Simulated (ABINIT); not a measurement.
# BaZrSe3 (P1): one start, several treatments of the self-energy

Wanted: the gap of BaZrSe3 (P1) under several approximations, with cost.

Method: PBEsol and many-body steps on it, plane waves, in ABINIT 10.8.3.

## (1) The starting structure

Symmetry: P1, No. 1, triclinic system. The conventional cell has a = 5.287 Å, b = 5.296 Å, c = 5.309 Å, α = 89.89°, β = 89.91°, γ = 89.96°. Nearest to Ba lie 12 Se at 3.63 to 3.88 Å. Nearest to Zr lie 6 Se at 2.57 to 2.75 Å. Nearest to Se lie 2 Zr at 2.61 to 2.70 Å and 4 Ba at 3.69 to 3.80 Å. Nearest to Se lie 2 Zr at 2.62 to 2.69 Å and 4 Ba at 3.63 to 3.88 Å. Se has 2 Zr at 2.57 to 2.75 Å and 4 Ba at 3.71 to 3.77 Å nearest. Farther neighbours and most contacts between anions are not listed.

The cell and positions are those that the Materials Project relaxed with its own functionals (PBE, PBE+U or r2SCAN), kept fixed. Spin-orbit coupling is left out unless a step names it.

## (2) Empty states on the mesh, 2×2×2 mesh, 209 bands

This step: ABINIT 10.8.3; DFT, PBEsol, plane waves, norm-conserving pseudopotentials.

The sums over transitions need many empty states on a uniform mesh; this step solves for them.

The input, run.abi:

```
acell 3*1.0 Angstrom
rprim 
  5.287383000000 -0.000000000000 -0.000000000000
  0.003576000000 5.296392000000 -0.000000000000
  0.007950000000 0.010054000000 5.309462000000
ntypat 3
znucl 56 40 34
natom 5
typat 1 2 3 3 3
xred 
  0.998643000000 0.998478000000 0.998673000000
  0.476578000000 0.490069000000 0.476727000000
  0.488317000000 0.998506000000 0.502693000000
  0.983845000000 0.511636000000 0.518540000000
  0.492614000000 0.501310000000 0.993370000000
pp_dirpath "pseudos"
pseudos "Ba.upf, Zr.upf, Se.upf"
ecut 39
ngkpt 2 2 2
nshiftk 1
shiftk 0 0 0
kptopt 1
chksymbreak 0
iscf -2
irdden 1
istwfk *1
nband 209
nbdbuf 18
tolwfr 1e-09
nstep 60
prtvol 0
indata_prefix "in"
outdata_prefix "out"
tmpdata_prefix "tmp"
```

Started as:

```console
$ OMP_NUM_THREADS=1 mpirun -n 4 abinit run.abi > log
```

Numbers of over 12 decimals in the logs are rounded to 6 here.

The program printed:

```text
.Version 10.8.3 of ABINIT. v10.8.2 released Aug 2026.

 Symmetries : space group P1 (#  1); Bravais aP (primitive triclinic)
[... echo of the input left out ...]
== DATASET  1 ==================================================================
-   mpi_nproc: 4, omp_nthreads: 1 (-1 if OMP is not activated)

--- !DatasetInfo
iteration_state: {dtset: 1, }
dimensions: {natom: 5, nkpt: 8, mband: 209, nsppol: 1, nspinor: 1, nspden: 1, mpw: 11685, }
cutoff_energies: {ecut:  39.0, pawecutdg:  -1.0, }
[...]
2.09743    2.09945    2.11234    2.11998    2.12012    2.12557    2.18440    2.18723
   2.19142    2.20194    2.20927    2.21042    2.22028    2.22431    2.22582    2.23386
   2.23940
 prteigrs : prtvol=0 or 1, do not print more k-points.

== END DATASET(S) ==============================================================
================================================================================

 -outvars: echo values of variables after computation  --------
            nband         209
             nkpt           8
          spgroup           1
 [... the other variables as echoed above ...]

 Calculation completed.
```

Run time: 4.6 min. Hardware: 4 MPI ranks of Intel Xeon 6975P-C (Granite Rapids), shared host; peak memory 0.67 GiB; 18 min of CPU time.

This step gave:

- gap: 0.1573 eV
- k of the valence top: 0.5, 0.5, 0.5
- k of the conduction bottom: 0, 0, 0
- least direct gap: 0.6982 eV
- k points computed: 8
- lowest point of the top converged band, above the valence top: 51.9381 eV

On this mesh the gap is 0.157 eV.

The density comes from a self-consistent run that is not shown.

## (3) Screening, 2×2×2 mesh, 191 bands, screening to 122.5 eV

The RPA dielectric matrix is built and inverted for each q.

This step: RPA screening on PBEsol, plane waves, norm-conserving pseudopotentials.

Changes to run.abi since step 2:

```diff
@@ -23,10 +23,11 @@
 chksymbreak 0
-iscf -2
-irdden 1
 istwfk *1
-nband 209
-nbdbuf 18
-tolwfr 1e-09
-nstep 60
-prtvol 0
+occopt 1
+irdwfk 1
+optdriver 3
+nband 191
+ecuteps 4.5
+inclvkb 2
+awtr 1
+symchi 1
 indata_prefix "in"
```

The program printed:

```text
.Version 10.8.3 of ABINIT. v10.8.2 released Aug 2026.

 Symmetries : space group P1 (#  1); Bravais aP (primitive triclinic)
[... echo of the input left out ...]
== DATASET  1 ==================================================================
-   mpi_nproc: 4, omp_nthreads: 1 (-1 if OMP is not activated)

--- !DatasetInfo
iteration_state: {dtset: 1, }
dimensions: {natom: 5, nkpt: 8, mband: 191, nsppol: 1, nspinor: 1, nspden: 1, mpw: 11685, }
cutoff_energies: {ecut:  39.0, pawecutdg:  -1.0, }
electrons: {nelect:   7.00000000E+01, charge:   0.00000000E+00, occopt:   1.00000000E+00, tsmear:   1.00000000E-02, }

 SCREENING: Calculation of the susceptibility and dielectric matrices

 Based on a program developped by R.W. Godby, V. Olevano, G. Onida, and L. Reining.
 Incorporated in ABINIT by V. Olevano, G.-M. Rignanese, and M. Torrent.
.Using double precision arithmetic ; gwpc =  8

[... cell and pseudopotentials left out ...]
--------------------------------------------------------------------------------

 ==== K-mesh for the wavefunctions ====
 Number of points in the irreducible wedge :     8
[... list of points left out ...]
 Together with  1 symmetry operations and time-reversal symmetry
 yields     8 points in the full Brillouin Zone.

 ==== Q-mesh for the screening function ====
 Number of points in the irreducible wedge :     8
[... list of points left out ...]
 Together with  1 symmetry operations and time-reversal symmetry
 yields     8 points in the full Brillouin Zone.

 setmesh: FFT mesh size selected  =    40x   40x   40
          total number of points  =        64000

 vcoul_init : cutoff-mode = AUXILIARY_FUNCTION
 q-points for optical limit:   1
     1)      0.000010    0.000020    0.000030

- screening: taking advantage of time-reversal symmetry
- Maximum band index for partially occupied states nbvw = 35
- Remaining bands to be divided among processors   nbcw = 156
- Number of bands treated by each node ~39

 Number of electrons calculated from density =   70.0000; Expected =   70.0000
 average of density, n =  0.069764
 r_s =    1.5069
 omega_plasma =   25.4783 [eV]

 calculating chi0 at frequencies [eV] :
  1    0.000000E+00    0.000000E+00
  2    0.000000E+00    2.547831E+01

--------------------------------------------------------------------------------
  q-point number  1        q = ( 0.000000, 0.000000, 0.000000) [r.l.u.]
--------------------------------------------------------------------------------
[... chi0 elements left out ...]
 For q-point:  0.000010 0.000020 0.000030
  dielectric constant =  24.4820
  dielectric constant without local fields =  31.0984

  Average fulfillment of the sum rule on Im[epsilon] for q-point    1 :     56.22  [%]
[... wings left out ...]
  q-point number  2        q = ( 0.500000, 0.000000, 0.000000) [r.l.u.]
--------------------------------------------------------------------------------
[... chi0 elements left out ...]
  Average fulfillment of the sum rule on Im[epsilon] for q-point    2 :     60.44  [%]

 [... 6 further q-points ...]
```

The job ended after 3.6 min (4 MPI ranks; peak memory 3.2 GiB).

This step gave:

| Item | Value |
| --- | --- |
| ε∞ with local fields, on this mesh, along the program's q direction | 24.48 |
| the same without local fields | 31.10 |
| plasma frequency | 25.48 eV |
| plane waves in the screening matrix | 461 |

Local fields lower ε∞ by 21 %. On a Γ-centred mesh this coarse the value itself is usually too large, while a short band sum pulls it down.

## (4) G0W0, Godby-Needs plasmon pole

The self-energy is evaluated for the states that the input lists, and the levels follow from it, in one-shot runs by the linearised quasiparticle equation.

This step: G0W0 on PBEsol, plane waves, norm-conserving pseudopotentials.

Changes to run.abi since step 3:

```diff
@@ -26,8 +26,17 @@
 irdwfk 1
-optdriver 3
+optdriver 4
 nband 191
+gwcalctyp 0
+ecutsigx 39
+symsigma 1
+nkptgw 2
+kptgw 
+  0.5000000000 0.5000000000 0.5000000000
+  0.0000000000 0.0000000000 0.0000000000
+bdgw 
+  34 37
+  34 37
 ecuteps 4.5
-inclvkb 2
-awtr 1
-symchi 1
+irdscr 1
+ppmodel 1
 indata_prefix "in"
```

The program printed:

```text
.Version 10.8.3 of ABINIT. v10.8.2 released Aug 2026.

 Symmetries : space group P1 (#  1); Bravais aP (primitive triclinic)
[... echo of the input left out ...]
== DATASET  1 ==================================================================
-   mpi_nproc: 4, omp_nthreads: 1 (-1 if OMP is not activated)

--- !DatasetInfo
iteration_state: {dtset: 1, }
dimensions: {natom: 5, nkpt: 8, mband: 191, nsppol: 1, nspinor: 1, nspden: 1, mpw: 11685, }
cutoff_energies: {ecut:  39.0, pawecutdg:  -1.0, }
electrons: {nelect:   7.00000000E+01, charge:   0.00000000E+00, occopt:   1.00000000E+00, tsmear:   1.00000000E-02, }

 SIGMA: Calculation of the GW corrections

 Based on a program developped by R.W. Godby, V. Olevano, G. Onida, and L. Reining.
 Incorporated in ABINIT by V. Olevano, G.-M. Rignanese, and M. Torrent.
.Using double precision arithmetic ; gwpc =  8

[... cell and pseudopotentials left out ...]
--------------------------------------------------------------------------------

 ==== K-mesh for the wavefunctions ====
 Number of points in the irreducible wedge :     8
[... list of points left out ...]
 Together with  1 symmetry operations and time-reversal symmetry
 yields     8 points in the full Brillouin Zone.

 ==== Q-mesh for screening function ====
 Number of points in the irreducible wedge :     8
[... list of points left out ...]
 Together with  1 symmetry operations and time-reversal symmetry
 yields     8 points in the full Brillouin Zone.

 vcoul_init : cutoff-mode = AUXILIARY_FUNCTION
 q-points for optical limit:   1
     1)      0.000010    0.000020    0.000030
 setmesh: FFT mesh size selected  =    60x   60x   60
          total number of points  =       216000

 Number of electrons calculated from density =   70.0000; Expected =   70.0000
 average of density, n =  0.069764
 r_s =    1.5069
 omega_plasma =   25.4783 [eV]

 === KS Band Gaps ===
  >>>> For spin  1
   Minimum direct gap =   0.6981 [eV], located at k-point      :   0.0000  0.0000  0.0000
   Fundamental gap    =   0.1572 [eV], Top of valence bands at :   0.5000  0.5000  0.5000
                                       Bottom of conduction at :   0.0000  0.0000  0.0000
 SIGMA fundamental parameters:
 PLASMON POLE MODEL  1
 number of plane-waves for SigmaX                11685
 number of plane-waves for SigmaC and W            461
 number of plane-waves for wavefunctions         11685
 number of bands                                   191
 number of independent spin polarizations            1
 number of spinorial components                      1
 number of k-points in IBZ                           8
 number of q-points in IBZ                           8
 number of symmetry operations                       1
 number of k-points in BZ                            8
 number of q-points in BZ                            8
 number of frequencies for dSigma/dE                 9
 frequency step for dSigma/dE [eV]                0.25
 number of omega for Sigma on real axis              0
 max omega for Sigma on real axis  [eV]           0.00
 zcut for avoiding poles [eV]                     0.10

 EPSILON^-1 parameters (SCR file):
 dimension of the eps^-1 matrix on file            461
 dimension of the eps^-1 matrix used               461
 number of plane-waves for wavefunctions         11685
 number of bands                                   191
 number of q-points in IBZ                           8
 number of frequencies                               2
 number of real frequencies                          1
 number of imag frequencies                          1

 matrix elements of self-energy operator (all in [eV])

 Perturbative Calculation

--- !SelfEnergy_ee
iteration_state: {dtset: 1, }
kpoint     : [   0.500,    0.500,    0.500, ]
spin       : 1
KS_gap     :    2.344
QP_gap     :    3.760
Delta_QP_KS:    1.417
data: !SigmaeeData |
     Band     E0 <VxcDFT>   SigX SigC(E0)      Z dSigC/dE  Sig(E)    E-E0       E
       34   4.975 -13.664 -16.877   2.278   0.781  -0.280 -14.394  -0.730   4.245
       35   5.008 -13.676 -16.904   2.292   0.781  -0.281 -14.407  -0.731   4.278
       36   7.352 -12.842  -7.353  -4.603   0.775  -0.291 -12.156   0.686   8.038
       37   7.542 -13.631  -7.813  -4.838   0.766  -0.305 -12.880   0.752   8.294

--- !SelfEnergy_ee
iteration_state: {dtset: 1, }
kpoint     : [   0.000,    0.000,    0.000, ]
spin       : 1
KS_gap     :    0.698
QP_gap     :    2.053
Delta_QP_KS:    1.355
data: !SigmaeeData |
     Band     E0 <VxcDFT>   SigX SigC(E0)      Z dSigC/dE  Sig(E)    E-E0       E
       34   4.399 -13.893 -16.864   2.199   0.782  -0.278 -14.498  -0.604   3.795
       35   4.467 -14.053 -17.267   2.350   0.783  -0.277 -14.729  -0.676   3.792
       36   5.166 -12.570  -7.747  -3.957   0.784  -0.276 -11.891   0.679   5.845
       37   5.296 -12.656  -8.190  -3.722   0.785  -0.275 -12.073   0.583   5.879

== END DATASET(S) ==============================================================
================================================================================

 -outvars: echo values of variables after computation  --------
           etotal      0.0000000000E+00
            nband         191
             nkpt           8
          spgroup           1
 [... the other variables as echoed above ...]

 Calculation completed.
```

Elapsed: 34 s, on 4 MPI ranks; peak memory 2.6 GiB; 2.3 min of CPU time.

This step gave:

```
G0W0 gap on the points computed              : 1.567 eV
starting gap on the mesh                     : 0.1573 eV
k of the valence top                         : 0.5, 0.5, 0.5
k of the conduction bottom                   : 0, 0, 0
Z at the valence top                         : 0.781
Z at the conduction bottom                   : 0.784
least direct G0W0 gap on the computed points : 2.05 eV
```

The gap on the mesh goes from 0.16 eV to 1.57 eV, a correction of +1.41 eV.

## (5) G0W0, Hybertsen-Louie plasmon pole

Changes to run.abi since step 4:

```diff
@@ -40,3 +40,3 @@
 irdscr 1
-ppmodel 1
+ppmodel 2
 indata_prefix "in"
```

The program printed:

```text
.Version 10.8.3 of ABINIT. v10.8.2 released Aug 2026.

 Symmetries : space group P1 (#  1); Bravais aP (primitive triclinic)
[... echo of the input left out ...]
== DATASET  1 ==================================================================
-   mpi_nproc: 4, omp_nthreads: 1 (-1 if OMP is not activated)

--- !DatasetInfo
iteration_state: {dtset: 1, }
dimensions: {natom: 5, nkpt: 8, mband: 191, nsppol: 1, nspinor: 1, nspden: 1, mpw: 11685, }
cutoff_energies: {ecut:  39.0, pawecutdg:  -1.0, }
electrons: {nelect:   7.00000000E+01, charge:   0.00000000E+00, occopt:   1.00000000E+00, tsmear:   1.00000000E-02, }

 SIGMA: Calculation of the GW corrections

 Based on a program developped by R.W. Godby, V. Olevano, G. Onida, and L. Reining.
 Incorporated in ABINIT by V. Olevano, G.-M. Rignanese, and M. Torrent.
.Using double precision arithmetic ; gwpc =  8

[... cell and pseudopotentials left out ...]
--------------------------------------------------------------------------------

 ==== K-mesh for the wavefunctions ====
 Number of points in the irreducible wedge :     8
[... list of points left out ...]
 Together with  1 symmetry operations and time-reversal symmetry
 yields     8 points in the full Brillouin Zone.

 ==== Q-mesh for screening function ====
 Number of points in the irreducible wedge :     8
[... list of points left out ...]
 Together with  1 symmetry operations and time-reversal symmetry
 yields     8 points in the full Brillouin Zone.

 vcoul_init : cutoff-mode = AUXILIARY_FUNCTION
 q-points for optical limit:   1
     1)      0.000010    0.000020    0.000030
 setmesh: FFT mesh size selected  =    60x   60x   60
          total number of points  =       216000

 Number of electrons calculated from density =   70.0000; Expected =   70.0000
[...]
number of omega for Sigma on real axis              0
 max omega for Sigma on real axis  [eV]           0.00
 zcut for avoiding poles [eV]                     0.10

 EPSILON^-1 parameters (SCR file):
 dimension of the eps^-1 matrix on file            461
 dimension of the eps^-1 matrix used               461
 number of plane-waves for wavefunctions         11685
 number of bands                                   191
 number of q-points in IBZ                           8
 number of frequencies                               2
 number of real frequencies                          1
 number of imag frequencies                          1

 matrix elements of self-energy operator (all in [eV])

 Perturbative Calculation

--- !SelfEnergy_ee
iteration_state: {dtset: 1, }
kpoint     : [   0.500,    0.500,    0.500, ]
spin       : 1
KS_gap     :    2.344
QP_gap     :    4.025
Delta_QP_KS:    1.682
data: !SigmaeeData |
     Band     E0 <VxcDFT>   SigX SigC(E0)      Z dSigC/dE  Sig(E)    E-E0       E
       34   4.975 -13.664 -16.877   2.014   0.840  -0.191 -14.671  -1.006   3.969
       35   5.008 -13.676 -16.904   2.041   0.839  -0.192 -14.672  -0.995   4.013
       36   7.352 -12.842  -7.353  -4.667   0.835  -0.198 -12.156   0.686   8.038
[...]
--- !SelfEnergy_ee
iteration_state: {dtset: 1, }
kpoint     : [   0.000,    0.000,    0.000, ]
spin       : 1
KS_gap     :    0.698
QP_gap     :    2.181
Delta_QP_KS:    1.483
data: !SigmaeeData |
     Band     E0 <VxcDFT>   SigX SigC(E0)      Z dSigC/dE  Sig(E)    E-E0       E
[...]
36   5.166 -12.570  -7.747  -4.127   0.844  -0.185 -11.982   0.588   5.753
       37   5.296 -12.656  -8.190  -3.897   0.844  -0.185 -12.176   0.480   5.776

== END DATASET(S) ==============================================================
================================================================================

 -outvars: echo values of variables after computation  --------
           etotal      0.0000000000E+00
            nband         191
             nkpt           8
          spgroup           1
 [... the other variables as echoed above ...]

 Calculation completed.
```

Elapsed: 33 s, on 4 MPI ranks; peak memory 2.5 GiB.

Numbers from this step:

```
G0W0 gap on the points computed              : 1.740 eV
starting gap on the mesh                     : 0.1573 eV
k of the valence top                         : 0.5, 0.5, 0.5
k of the conduction bottom                   : 0, 0, 0
Z at the valence top                         : 0.839
Z at the conduction bottom                   : 0.844
least direct G0W0 gap on the computed points : 2.176 eV
```

Against G0W0 in ABINIT (2×2×2 mesh, 191 bands, screening to 122.5 eV, Godby-Needs plasmon pole), the gap moves by +0.173 eV.

## (6) G0W0, von der Linden-Horsch plasmon pole

Changes to run.abi since step 5:

```diff
@@ -40,3 +40,3 @@
 irdscr 1
-ppmodel 2
+ppmodel 3
 indata_prefix "in"
```

The program printed:

```text
.Version 10.8.3 of ABINIT. v10.8.2 released Aug 2026.

 Symmetries : space group P1 (#  1); Bravais aP (primitive triclinic)
[... echo of the input left out ...]
== DATASET  1 ==================================================================
-   mpi_nproc: 4, omp_nthreads: 1 (-1 if OMP is not activated)

--- !DatasetInfo
iteration_state: {dtset: 1, }
dimensions: {natom: 5, nkpt: 8, mband: 191, nsppol: 1, nspinor: 1, nspden: 1, mpw: 11685, }
cutoff_energies: {ecut:  39.0, pawecutdg:  -1.0, }
[...]
Band     E0 <VxcDFT>   SigX SigC(E0)      Z dSigC/dE  Sig(E)    E-E0       E
[...]
36   5.166 -12.570  -7.747  -4.347   0.845  -0.184 -12.168   0.402   5.567
       37   5.296 -12.656  -8.190  -4.098   0.845  -0.183 -12.345   0.311   5.607

== END DATASET(S) ==============================================================
================================================================================

 -outvars: echo values of variables after computation  --------
           etotal      0.0000000000E+00
            nband         191
             nkpt           8
          spgroup           1
 [... the other variables as echoed above ...]

 Calculation completed.
```

Wall time 19 s (4 MPI ranks); peak memory 2.4 GiB.

This step gave:

| Item | Value |
| --- | --- |
| G0W0 gap on the points computed | 1.611 eV |
| starting gap on the mesh | 0.1573 eV |
| k of the valence top | 0.5, 0.5, 0.5 |
| k of the conduction bottom | 0, 0, 0 |
| least direct G0W0 gap on the computed points | 2.096 eV |

Against G0W0 in ABINIT (2×2×2 mesh, 191 bands, screening to 122.5 eV, Godby-Needs plasmon pole), the gap moves by +0.044 eV.

[end of part 1 of 2]

[Paths, hosts, dates, memory and timing lines, banners, echoed tables and standing remarks are left out of the program output.]

[Logs are printed without paths, hosts, clocks, repeated set-up lines and the standing remarks that a program may print on its own settings, such as how far it seeks lower states.]

[Runs of the session that timed out or met a known fault of the program may be left out.]

[Hosts, paths, dates, database ids (printed as entryN), source tags and the programs' standing remarks are cut or masked in the printed files.]

[G0W0 gaps are taken among the corrected bands and points alone; a level outside them can change the order at an edge.]

[Where Ansatz stands beside ABINIT at settings called matched, ABINIT's density can come from a denser mesh and the files from another edition; pairs whose starting gaps differed by over 0.03 eV were left out, so agreement reads better than it is.]
